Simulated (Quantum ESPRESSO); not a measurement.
# Dipole at the next field: H-SiC-H chair, 1 layer

Method. Quantum ESPRESSO 7.5, PBEsol, GBRV ultrasoft; sawtooth field along the normal with dipole correction, ions clamped, threshold 1e-9 Ry; cell area 8.447 Å².

| field (V/Å) | dipole (e Å a cell) |
| --- | --- |
| 0 | −0.08095 |
| 0.1 | −0.06500 |
| 0.2 | −0.04901 |

**Question.** What is the dipole at 0.4 V/Å, and what electrostatic thickness 4πα/A follows from the rows?

**Fit.** The slope is (−0.04901 − (−0.08095))/0.2 = 0.1597 e Å²/V, so 4πα/A = 180.95 × 0.1597/8.447 = 3.42 Å. Linear response gives p = −0.08095 + 0.1597 × (0.4) = −0.01707 e Å; a parabola through the three rows gives −0.01691.

**Check.** p = −0.01695 e Å. The line misses by 0.2 % of the induced dipole and the parabola by 0.1 %. The response is linear over this range.

**Limits.** Electrons alone respond; local and semilocal functionals tend to overscreen.
